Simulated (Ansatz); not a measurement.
# LiGeF3 (model cell, started as cubic perovskite with Ge in the octahedra): following an unstable mode

Wanted: the energy along a soft mode of LiGeF3 (model cell, started as cubic perovskite with Ge in the octahedra) and the structure at the end.

Program: Ansatz 0.2.0. Level of theory: DFT r2SCAN, scalar-relativistic, plane waves, PAW; PAW set soft_1. Results are calculated unless marked as measured.

Report form: the programs' logs are mostly left out.

The structure was built from a prototype and need not be the compound's stable phase.

## Step 1: The structure

It takes space group Pm-3m (No. 221, cubic). The conventional cell has a = 4.340 Å, b = 4.340 Å, c = 4.340 Å, α = 90.00°, β = 90.00°, γ = 90.00°. Nearest to Li lie 12 F at 3.07 Å. Ge has 6 F at 2.17 Å nearest. Nearest to F lie 2 Ge at 2.17 Å. Farther neighbours and most contacts between anions are not listed.

Coordinates:

```cif
data_structure
_symmetry_space_group_name_H-M 'Pm-3m'
_symmetry_Int_Tables_number 221
_cell_length_a 4.3401
_cell_length_b 4.3401
_cell_length_c 4.3401
_cell_angle_alpha 90.000
_cell_angle_beta 90.000
_cell_angle_gamma 90.000
_cell_volume 81.75
loop_
_atom_site_label
_atom_site_type_symbol
_atom_site_symmetry_multiplicity
_atom_site_Wyckoff_symbol
_atom_site_fract_x
_atom_site_fract_y
_atom_site_fract_z
_atom_site_occupancy
Li1 Li 1 a 0.00000 0.00000 0.00000 1
Ge1 Ge 1 b 0.50000 0.50000 0.50000 1
F1 F 3 c 0.50000 0.50000 0.00000 1
```

## Step 2: Phonons on a q mesh

The cell comes from relaxations at this level that are not shown. Stability and thermal properties need the whole zone. Linear response on a 2×2×2 q mesh gives force constants as far as a supercell of that size would, and the tensors from the zone-centre run are typed in so that the long-range dipole term is interpolated apart.

Input file input.yaml:

```yaml
crystal:
  lattice:
    - [4.3400973773, 0.0, 0.0]
    - [0.0, 4.3400973773, 0.0]
    - [0.0, 0.0, 4.3400973773]
  atoms:
    - { symbol: Li, position: [0.0, 0.0, 0.0] }
    - { symbol: Ge, position: [0.5, 0.5, 0.5] }
    - { symbol: F, position: [0.5, 0.5, 0.0] }
    - { symbol: F, position: [0.5, 0.0, 0.5] }
    - { symbol: F, position: [0.0, 0.5, 0.5] }
kpoints:
  mp_grid: { grid: [12, 12, 12] }
hamiltonian:
  xc: r2scan
  pseudopotentials: { kind: paw, azcp: { folder: soft_1 } }
scf:
  occupations: { method: fixed }
output:
  eigenvalues: true
phonons:
  method: dfpt
  qmesh: [2, 2, 2]
  temperatures: { t_max: 1000, t_step: 50 }
  qpath:
    path:
      - [[0.0, 0.0, 0.0], [0.0, 0.5, 0.0], [0.5, 0.5, 0.0], [0.0, 0.0, 0.0], [0.5, 0.5, 0.5], [0.0, 0.5, 0.0]]
      - [[0.5, 0.5, 0.5], [0.5, 0.5, 0.0]]
    npoints: 10
  non_analytic_term:
    high_frequency_dielectric_tensor: [[3.4248, 0.0, 0.0], [0.0, 3.4248, 0.0], [0.0, 0.0, 3.4248]]
    born_effective_charges:
      - { species: Li, tensor: [[1.2413, 0.0, 0.0], [0.0, 1.2413, 0.0], [0.0, 0.0, 1.2413]] }
      - { species: Ge, tensor: [[3.7783, 0.0, 0.0], [0.0, 3.7783, 0.0], [0.0, 0.0, 3.7783]] }
      - { species: F, tensor: [[-0.3902, 0.0, 0.0], [0.0, -0.3902, 0.0], [0.0, 0.0, -4.2391]] }
      - { species: F, tensor: [[-0.3902, 0.0, 0.0], [0.0, -4.2391, 0.0], [0.0, 0.0, -0.3902]] }
      - { species: F, tensor: [[-4.2391, 0.0, 0.0], [0.0, -0.3902, 0.0], [0.0, 0.0, -0.3902]] }
    source: "zone-centre run at this cell"
```

Started as:

```console
$ ansatz run input.yaml --threads 8 --pin off --max-ram 16384MiB --backend cpu --events-out ev --progress --plain --runs-dir out
```

Wall time 10 min (8 threads of AMD EPYC 7B13 (Zen 3), shared host); peak memory 10 GiB.

Numbers from this step:

```yaml
gap_on_the_k_mesh: 1.426 eV
volume_per_atom: 16.35 Å³
sum_rule_residual_before_enforcement: 2.25e-4 eV/Å²
lowest_frequency_on_the_path: -308.1 cm⁻¹
point_group: m-3m
highest_frequency_on_the_path_or_at_a_solved_wavevector: 425.9 cm⁻¹
highest_optical_mode_at_the_zone_centre_no_lo_to_term: 155.4 cm⁻¹
lowest_optical_zone_centre_mode: -308.1 cm⁻¹
lowest_mode_on_the_q_mesh_acoustic_modes_at_gamma_apart: -308.1 cm⁻¹
```

Frequencies (cm⁻¹) solved at each irreducible wavevector; negative means imaginary. Frequencies by wavevector, by row:

| q in reciprocal lattice units | star | mode 1 | mode 2 | mode 3 | mode 4 | mode 13 | mode 14 | mode 15 |
| --- | --- | --- | --- | --- | --- | --- | --- | --- |
| 0 0 0 | 1 | -308.1 | -308.1 | -308.1 | -216.5 | 155.4 | 155.4 | 155.4 |
| 0 0 -0.5 | 3 | -295.6 | -295.6 | -206.8 | -206.8 | 137.1 | 255.9 | 415.3 |
| 0 -0.5 -0.5 | 3 | -283.1 | -202.5 | -202.5 | -182.2 | 271.4 | 297.2 | 414.4 |
| -0.5 -0.5 -0.5 | 1 | -217.2 | -217.2 | -217.2 | -141.4 | 296.7 | 296.7 | 425.9 |

Interpolated from a 2×2×2 q mesh, rough between the solved points, with the LO-TO term (at Γ the limit along the path; where Γ stands inside the path, tables give the limit on arrival). The phonon branches at the labelled points (cm⁻¹):

| point | branch 1 | branch 2 | branch 3 | branch 4 | branch 12 | branch 13 | branch 14 | branch 15 |
| --- | --- | --- | --- | --- | --- | --- | --- | --- |
| Γ | -308 | -308 | -263 | -216 | 137 | 155 | 155 | 419 |
| halfway | -302 | -302 | -212 | -212 | 139 | 139 | 193 | 418 |
| X | -296 | -296 | -207 | -207 | 104 | 137 | 256 | 415 |
| halfway | -290 | -204 | -196 | -151 | 174 | 213 | 264 | 407 |
| M | -283 | -202 | -202 | -182 | 271 | 271 | 297 | 414 |
| halfway | -296 | -206 | -204 | -174 | 139 | 175 | 216 | 395 |
| Γ | -308 | -308 | -263 | -216 | 137 | 155 | 155 | 419 |
| halfway | -207 | -207 | -165 | -165 | 180 | 204 | 204 | 377 |
| R | -217 | -217 | -217 | -141 | 212 | 297 | 297 | 426 |
| halfway | -211 | -195 | -182 | -153 | 186 | 219 | 257 | 400 |
| X | -296 | -296 | -207 | -207 | 104 | 137 | 256 | 415 |
| jump to R | -217 | -217 | -217 | -141 | 212 | 297 | 297 | 426 |
| halfway | -209 | -209 | -203 | -141 | 254 | 254 | 297 | 413 |
| M | -283 | -202 | -202 | -182 | 271 | 271 | 297 | 414 |

Symmetry leaves 4 wavevectors to solve. The lowest mode among them, the acoustic zeros apart, lies at Γ and is imaginary, 308.1i cm⁻¹, so the energy falls along it.

## Step 3: The mode frozen in, largest atomic shift 0 Å

The mode followed lies at Γ with frequency 308.1i cm⁻¹ and is 3-fold degenerate, the softest among the wavevectors solved. At small amplitude the distorted cell has space group no. 99 by a symmetry search on the positions. The undistorted cell that holds it gives the zero of energy on the same k mesh.

input.yaml, the sections that differ from step 2:

```yaml
scf:
  occupations: { method: gaussian, width: 0.02 }
output:
  forces: true
  stress: true
  eigenvalues: true
# crystal, kpoints, hamiltonian: as in step 2
# phonons: removed
```

It took 2.4 s on 8 threads; peak memory 0.72 GiB.

Numbers from this step:

| Item | Value |
| --- | --- |
| pressure | 0.001262 GPa |
| energy from the undistorted cell | 0 meV/atom |

At this level the gap is 1.43 eV on the k-mesh of the self-consistent run, which can miss the band edges.

## Step 4: The mode frozen in, largest atomic shift 0.32 Å

The atoms are moved along the unstable eigenvector, the largest shift by 0.32 Å, with the cell fixed.

input.yaml, the sections that differ from step 3:

```yaml
crystal:
  lattice:
    - [4.3400973773, 0.0, 0.0]
    - [0.0, 4.3400973773, 0.0]
    - [0.0, 0.0, 4.3400973773]
  atoms:
    - { symbol: Li, position: [0.0, 0.0133929375, 0.0] }
    - { symbol: Ge, position: [0.5, 0.4902585062, 0.5] }
    - { symbol: F, position: [0.5, 0.4793089247, 0.0] }
    - { symbol: F, position: [0.5, 0.0737310646, 0.5] }
    - { symbol: F, position: [0.0, 0.4793089247, 0.5] }
# kpoints, hamiltonian, scf, output: as in step 3
```

The job ended after 10 s (8 threads; peak memory 0.89 GiB).

Numbers from this step:

```yaml
pressure: 1.800 GPa
gap_on_the_k_mesh: 2.016 eV
energy_from_the_undistorted_cell: -39.05 meV/atom
```

The energy, extrapolated to zero smearing, is -39.05 meV/atom against the undistorted cell.

The run ends at a pressure of 1.80 GPa, with forces up to 1.0 eV/Å.

## Step 5: Energy along the mode, all amplitudes (two of the runs are shown above)

An imaginary frequency means negative curvature, so the energy should fall and then rise again as anharmonic terms take over.

This step gave:

```
depth at the lowest point sampled  : 39.05 meV/atom
largest atomic shift at that point : 0.32 Å
```

Energy from the parent against largest atomic shift:

| largest atomic shift (Å) | energy from the parent (meV/atom) |
| --- | --- |
| 0.000 | 0 |
| 0.040 | -1.30 |
| 0.080 | -5.05 |
| 0.140 | -14.3 |
| 0.220 | -29.2 |
| 0.320 | -39.0 |
| 0.450 | 4.36 |

Displacement at unit largest shift by atom:

| atom | x (Å) | y (Å) | z (Å) | size |
| --- | --- | --- | --- | --- |
| Li1 | 0.00 | 0.18 | 0.00 | 0.18 |
| Ge2 | 0.00 | -0.13 | 0.00 | 0.13 |
| F3 | 0.00 | -0.28 | 0.00 | 0.28 |
| F4 | 0.00 | 1.00 | 0.00 | 1.00 |
| F5 | 0.00 | -0.28 | 0.00 | 0.28 |

The lowest of the steps tried is at 0.32 Å, 39.0 meV/atom below the parent; the bottom of the well need not coincide with a step.

## Step 6: Relaxation from the frozen mode

Starting from the lowest point found, all atoms and the cell are let go, so that strain and other modes of the same symmetry can join in.

Changes to input.yaml since step 4:

```diff
@@ -17,3 +17,3 @@
 scf:
-  occupations: { method: gaussian, width: 0.02 }
+  occupations: { method: fixed }
 output:
@@ -22 +22,6 @@
   eigenvalues: true
+relax:
+  adjacent_minimum: "off"
+  f_tol: 0.002
+  max_steps: 120
+  cell: { stress_tol: 0.03 }
```

Run time: 3.8 min. Hardware: 8 threads; peak memory 1.1 GiB; 29 min of CPU time.

Step by step (22 of 27):

| step | energy less that of the first step (eV) | largest force component (eV/Å) | pressure (GPa) | volume (Å³) |
| --- | --- | --- | --- | --- |
| 1 | 0.0000 | 1.0308 | 1.80 | 81.75 |
| 2 | -0.1953 | 0.4151 | -0.78 | 84.89 |
| 3 | -0.4254 | 0.7529 | -2.21 | 86.59 |
| 5 | -0.8627 | 0.6876 | -2.00 | 87.24 |
| 6 | -1.0435 | 0.4002 | -0.58 | 86.69 |
| 7 | -1.1137 | 0.4754 | 0.34 | 86.82 |
| 8 | -1.1358 | 0.1319 | 1.06 | 88.42 |
| 10 | -1.1498 | 0.0177 | -0.02 | 92.14 |
| 11 | -1.1499 | 0.0159 | -0.08 | 92.53 |
| 12 | -1.1501 | 0.0284 | 0.03 | 92.38 |
| 13 | -1.1501 | 0.0049 | 0.00 | 92.39 |
| 15* | -1.1624 | 0.0077 | 0.18 | 92.37 |
| 16 | -1.1664 | 0.0107 | 0.14 | 93.93 |
| 17 | -1.1696 | 0.0891 | 0.18 | 97.25 |
| 18 | -1.1701 | 0.0517 | 0.07 | 99.46 |
| 20 | -1.1696 | 0.0202 | -0.03 | 101.42 |
| 21 | -1.1696 | 0.0027 | 0.00 | 101.46 |
| 22 | -1.1697 | 0.0009 | 0.00 | 101.41 |
| 23* | -1.1731 | 0.0054 | -0.02 | 101.41 |
| 25 | -1.1731 | 0.0084 | 0.00 | 101.41 |
| 26 | -1.1731 | 0.0008 | -0.01 | 101.41 |
| 27* | -1.1731 | 0.0008 | -0.01 | 101.41 |

Relaxation steps marked * repeat the geometry before them on a plane-wave basis chosen anew for their cell, so energy and pressure can jump there. Other such steps can lie between the rows shown. Relaxation steps 24, 25 were tried and not accepted.

The run keeps the 8 symmetry operations that it works with, so distortions that break them were not tested.

| cell as run | before | after | change |
| --- | --- | --- | --- |
| a (Å) | 4.340 | 4.225 | -2.6 % |
| b (Å) | 4.340 | 5.681 | +30.9 % |
| c (Å) | 4.340 | 4.225 | -2.6 % |
| volume (Å³/atom) | 16.35 | 20.28 | +24.0 % |

The atoms that moved most (Å, as changes of fractional coordinates times the final cell):

| atom | dx | dy | dz | length |
| --- | --- | --- | --- | --- |
| Li1 | 0.000 | 1.416 | 0.000 | 1.416 |
| F3 | 0.000 | -0.679 | 0.000 | 0.679 |
| F5 | 0.000 | -0.679 | 0.000 | 0.679 |
| Ge2 | 0.000 | -0.311 | 0.000 | 0.311 |
| F4 | 0.000 | 0.253 | 0.000 | 0.253 |

Final coordinates:

```cif
data_structure
_symmetry_space_group_name_H-M 'P 1'
_symmetry_Int_Tables_number 1
_cell_length_a 4.2251
_cell_length_b 5.6807
_cell_length_c 4.2251
_cell_angle_alpha 90.000
_cell_angle_beta 90.000
_cell_angle_gamma 90.000
_cell_volume 101.41
loop_
_atom_site_label
_atom_site_type_symbol
_atom_site_fract_x
_atom_site_fract_y
_atom_site_fract_z
_atom_site_occupancy
Li1 Li 0.00000 0.26269 0.00000 1
Ge2 Ge 0.50000 0.43557 0.50000 1
F3 F 0.50000 0.35969 0.00000 1
F4 F 0.50000 0.11835 0.50000 1
F5 F 0.00000 0.35969 0.50000 1
```

Numbers from this step:

* pressure: -0.008275 GPa
* gap on the k-mesh: 4.747 eV
* volume per atom: 20.28 Å³

The distorted start has space group P4mm; the relaxation ends in P4mm.

## Step 7: The new phase in its own primitive cell

The relaxed structure is symmetrised, reduced to its primitive cell and relaxed tightly, as its phonons need.

input.yaml, the sections that differ from step 6:

```yaml
crystal:
  lattice:
    - [4.2251289971, 0.0, 0.0]
    - [0.0, 4.2251289971, 0.0]
    - [0.0, 0.0, 5.6806577287]
  atoms:
    - { symbol: Li, position: [0.0, 0.0, 0.7373075474] }
    - { symbol: Ge, position: [0.5, 0.5, 0.5644306156] }
    - { symbol: F, position: [0.5, 0.0, 0.6403059313] }
    - { symbol: F, position: [0.5, 0.5, 0.8816496166] }
    - { symbol: F, position: [0.0, 0.5, 0.6403059313] }
kpoints:
  mp_grid: { grid: [6, 6, 4] }
relax:
  adjacent_minimum: "off"
  f_tol: 0.001
  max_steps: 60
  cell: { stress_tol: 0.01 }
# hamiltonian, scf, output: as in step 6
```

Elapsed: 8.5 s, on 8 threads; peak memory 0.71 GiB.

Little changed from the start: no atom moved by 0.005 Å and no cell edge by 0.1 %.

This step gave:

```yaml
pressure: 1.32e-4 GPa
volume_per_atom: 20.27 Å³
direct_gap_on_mesh: 5.023 eV
```

The largest force component left is 0.39 meV/Å and the pressure is 0.000 GPa, within the tolerances set. The cell now holds 20.27 Å³/atom.

## Step 8: Modes of the new phase, k-mesh 6×6×4

A relaxed structure may still be a saddle point, so its zone-centre modes are computed. The response to a homogeneous field gives the Born charges and the dielectric tensor.

input.yaml, the sections that differ from step 7:

```yaml
crystal:
  lattice:
    - [4.2243531221, 0.0, 0.0]
    - [0.0, 4.2243531221, 0.0]
    - [0.0, 0.0, 5.6800390491]
  atoms:
    - { symbol: Li, position: [0.0, 0.0, 0.7374198284] }
    - { symbol: Ge, position: [0.5, 0.5, 0.5643425789] }
    - { symbol: F, position: [0.5, 0.0, 0.6403050982] }
    - { symbol: F, position: [0.5, 0.5, 0.8816270385] }
    - { symbol: F, position: [0.0, 0.5, 0.6403050982] }
output:
  eigenvalues: true
phonons:
  method: dfpt
  dielectric: true
  rigid_motions: translations
# kpoints, hamiltonian, scf: as in step 7
# relax: removed
```

Wall time 2.9 min (8 threads); peak memory 10 GiB; 20 min of CPU time.

This step gave:

* sum-rule residual before enforcement: 7.26e-5 eV/Å²
* miss of the charge sum rule: 0.001871 e
* estimated error of the dielectric tensor: 0.004535
* estimated error of the Born charges: 0.01547 e
* point group: 4mm
* highest optical mode at the zone centre (no LO-TO term): 562.1 cm⁻¹
* lowest optical zone-centre mode: -170.2 cm⁻¹
* mean high-frequency dielectric constant: 2.098
* largest Born charge (third of the trace): 2.751 e
* top of the zone-centre spectrum with the field: 608.2 cm⁻¹

Without the LO-TO term. Patterns of degenerate modes are one choice out of their space. Modes at Γ, with each element's share of the kinetic energy (negative means imaginary):

| mode | frequency (cm⁻¹) | symmetry | Li % | Ge % | F % |
| --- | --- | --- | --- | --- | --- |
| 1 | -170.2 | E | 0 | 16 | 84 |
| 2 | -170.2 | E | 0 | 16 | 84 |
| 3 | -130.8 | E | 46 | 8 | 46 |
| 4 | -130.8 | E | 46 | 8 | 46 |
| 5 | 0.0 | acoustic | 5 | 53 | 42 |
| 6 | 0.0 | acoustic | 5 | 53 | 42 |
| 7 | 0.0 | acoustic | 5 | 53 | 42 |
| 8 | 176.6 | E | 44 | 18 | 38 |
| 9 | 176.6 | E | 44 | 18 | 38 |
| 10 | 191.9 | A1 | 71 | 17 | 12 |
| 11 | 203.0 | B1 | 0 | 0 | 100 |
| 12 | 290.9 | A1 | 23 | 8 | 69 |
| 13 | 306.1 | E | 5 | 5 | 91 |
| 14 | 306.1 | E | 5 | 5 | 91 |
| 15 | 562.1 | A1 | 1 | 22 | 77 |

Displacements in mode 2 (-170.2 cm⁻¹), the largest set to 1:
```
Li1  0.00  0.17  0.00
Ge2  0.00 -0.30  0.00
F3   0.01  1.00  0.00
F4  -0.01  0.70  0.00
F5  -0.01 -0.60  0.00
```

Displacements in mode 15 (562.1 cm⁻¹), the largest set to 1:
```
Li1  0.00  0.00 -0.20
Ge2  0.00  0.00 -0.27
F3   0.00  0.00  0.06
F4   0.00  0.00  1.00
F5   0.00  0.00  0.06
```

Optical modes at the zone centre, without and with the macroscopic field of the longitudinal modes; each column is sorted by frequency, so a row need not hold one and the same mode. Modes with and without the field, by row:

| rank among optical modes | no field (cm⁻¹) | q along (1, 0, 0) (cm⁻¹) | q along (0, 0, 1) (cm⁻¹) |
| --- | --- | --- | --- |
| 1 | -170.2 | -170.2 | -170.2 |
| 2 | -170.2 | -153.9 | -170.2 |
| 3 | -130.8 | -130.8 | -130.8 |
| 4 | -130.8 | 176.4 | -130.8 |
| 5 | 176.6 | 176.6 | 176.6 |
| 6 | 176.6 | 191.9 | 176.6 |
| 7 | 191.9 | 203 | 203 |
| 8 | 203 | 271.3 | 203.5 |
| 9 | 290.9 | 290.9 | 306.1 |
| 10 | 306.1 | 306.1 | 306.1 |
| 11 | 306.1 | 442.8 | 309.8 |
| 12 | 562.1 | 562.1 | 608.2 |

Born charge (rows field, columns displacement) (e), principal values of the symmetric part by kind of site:

| atom | atoms with these values | low | middle | high | mean |
| --- | --- | --- | --- | --- | --- |
| Li1 | 1 | 0.74 | 1.21 | 1.21 | 1.05 |
| Ge2 | 1 | 1.67 | 3.29 | 3.29 | 2.75 |
| F3 | 2 | -3.12 | -0.64 | -0.46 | -1.41 |
| F4 | 1 | -1.48 | -0.75 | -0.75 | -1.00 |

In full for F4:

```
-0.75  0.00  0.00
 0.00 -0.75  0.00
 0.00  0.00 -1.48
```

High-frequency dielectric tensor:

```
2.26 0.00 0.00
0.00 2.26 0.00
0.00 0.00 1.77
```

Transverse modes; imaginary modes are left out. Lines of the infrared spectrum (strongest = 100):

| position (cm⁻¹) | label | relative intensity |
| --- | --- | --- |
| 176 | E | 0.4 |
| 192 | A1 | 13 |
| 203 | B1 | 0.0 |
| 291 | A1 | 25 |
| 306 | E | 90 |
| 562 | A1 | 100 |

Before it was imposed, the acoustic sum rule was missed by 7.3e-5 eV/Å² and the charge sum rule by 0.0019 e. Small misses are needed for a sound result but don't prove that mesh and cutoff are converged. The lowest optical mode is imaginary, 170.2i cm⁻¹, so the energy falls along it.

## Step 9: Outcome

```
unstable mode of the parent                                                      : q = (0, 0, 0), 308i cm⁻¹
depth at the lowest point sampled                                                : 39.0 meV/atom
largest atomic shift at that point                                               : 0.32 Å
space group reached (within 0.01 Å)                                              : P4mm
energy gained over the parent (first relaxation, on the mesh of the frozen mode) : 274 meV/atom
volume per atom, phase reached                                                   : 20.3 Å³
gap on the k-mesh, phase reached                                                 : 4.75 eV
lowest optical zone-centre mode, phase reached                                   : -170 cm⁻¹
highest optical mode at the zone centre (no LO-TO term), phase reached           : 562 cm⁻¹
```

In words: Along this mode the structure falls into P4mm, 274 meV/atom below the parent. At the parent's cell the well is 39.05 meV/atom deep on the steps tried, with its lowest point at a shift of 0.32 Å. Relaxing atoms and cell changes the gain by +234.63 meV/atom against the lowest step (energies at zero smearing). Most of the total comes from this relaxation. The new phase still has an imaginary mode at the zone centre of its cell, so it is a saddle point on the way to a lower structure. Of the 6 patterns followed to their end from this parent, this one ends 89.7 meV/atom above the lowest, R3m. Each path keeps the symmetry of its pattern, so a lower phase may lie along a pattern not tried. The q mesh stands for a supercell only 8.7 Å across, so branches between the solved wavevectors are rough. The starting cell was built on a prototype and not taken from a measurement, so the phase need not exist.

[Logs are printed without paths, hosts, clocks, repeated set-up lines and the standing remarks that a program may print on its own settings, such as how far it seeks lower states.]

[Hosts, paths, dates, database ids (printed as entryN), source tags and the programs' standing remarks are cut or masked in the printed files.]
